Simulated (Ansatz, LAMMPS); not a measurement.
# Static equation of state of amorphous 31Ga2O3-69TiO2 (mol %) (116 atoms)

Density of this cell: 4.35 g/cm³. The cell holds 116 atoms: 20 Ga, 22 Ti and 74 O. Its edges and angles: a = 11.423 Å, b = 10.874 Å, c = 11.179 Å, α = 93.0°, β = 88.0°, γ = 89.0°. The starting structure: 116 atoms (20 Fe, 22 Ti, 74 O) placed at random at 3.92 g/cm³, melted at 5000 K for 10 ps at fixed volume with the Morse and Coulomb pair potential with partial charges (Pedone, Malavasi, Menziani, Cormack and Segre, J. Phys. Chem. B 110, 11780 (2006)). Quenched from 5000 K to 300 K at 20 K/ps and fixed volume, held 10 ps at zero pressure, then minimised at fixed cell. Then Fe was replaced by Ga and the cell scaled by 1.006 (the potential has no terms for the new elements, so the cell is a start for a DFT relaxation).

Calculated with Ansatz 0.2.0: Kohn-Sham DFT, PBE, PAW (set soft_1), plane waves; cutoff 420 eV, Γ point, fixed occupations. Cell and atoms were relaxed first, to V0 = 11.944 Å³ an atom at a residual P0 = 0.002 GPa. The cell was then scaled evenly, and the atoms were relaxed at each volume.

```
volume (Å³/atom)  pressure (GPa)
          10.750           8.628
          11.228               ?
          11.586           3.078
          12.303          -2.323
          12.661          -4.026
```

Task: Fit the third-order Birch–Murnaghan equation to the rows given and interpolate to the withheld row.

Worked fit:

Take the Eulerian strain f = ½[(V0/V)^(2/3) − 1] and the normalised pressure F = (P − P0) / [3f(1 + 2f)^(5/2)]. The third-order Birch–Murnaghan equation is then the line F = B0 + (3/2)B0(B′ − 4) f, so u = f and v = F.

| u = f | v = F (GPa) |
| --- | --- |
| 0.0363830 | 66.2997 |
| 0.0102569 | 95.0247 |
| -0.00975636 | 83.4511 |
| -0.0190507 | 77.6750 |

With n = 4: mean u = 0.00445822, mean v = 80.6126, Σ(u − ū)² = 0.0018075, Σ(u − ū)(v − v̄) = -0.34465. Slope b = -0.34465 / 0.0018075 = -190.68; intercept a = v̄ − b ū = 81.463.

So B0 = a = 81.5 GPa and B′ = 4 + 2b/(3a) = 2.44. At the withheld volume f = 0.02106, F = a + b f = 77.45 GPa, and P = P0 + 3f(1 + 2f)^(5/2) F.

Prediction at 11.228: 5.426 GPa. The run gave 5.682 GPa, so the fit is low by 0.26 GPa (4.5 % of the value).

The series isn't one smooth equation of state: even a line fitted to all rows, the withheld one included, misses F by up to 15.5 %, the count of bonds changes along the series and an atom moves over 0.5 Å in some relaxation. B0 and B′ are then only the numbers of this fit, not moduli of the material. Among the rows given, the largest miss of the fit is at 10.750, by 1.1 GPa (8.5 % of the range of the table).

Limits: Static cells at zero temperature; the cell shape is held. The program notes that the SCF threshold of these relaxations is loose for the stress. The quench rate of 20 K/ps is many orders above laboratory rates, so the cell is likely richer in defects and strain than a real sample. The network of bonds at the start is that of the classical potential that made the cell, and needn't be the one that DFT or experiment would give. Only the Γ point is sampled, in a cell whose shortest periodic width is 11 Å.

[Logs are printed without paths, hosts, clocks, repeated set-up lines and the standing remarks that a program may print on its own settings, such as how far it seeks lower states.]

[Hosts, paths, dates, database ids (printed as entryN), source tags and the programs' standing remarks are cut or masked in the printed files.]
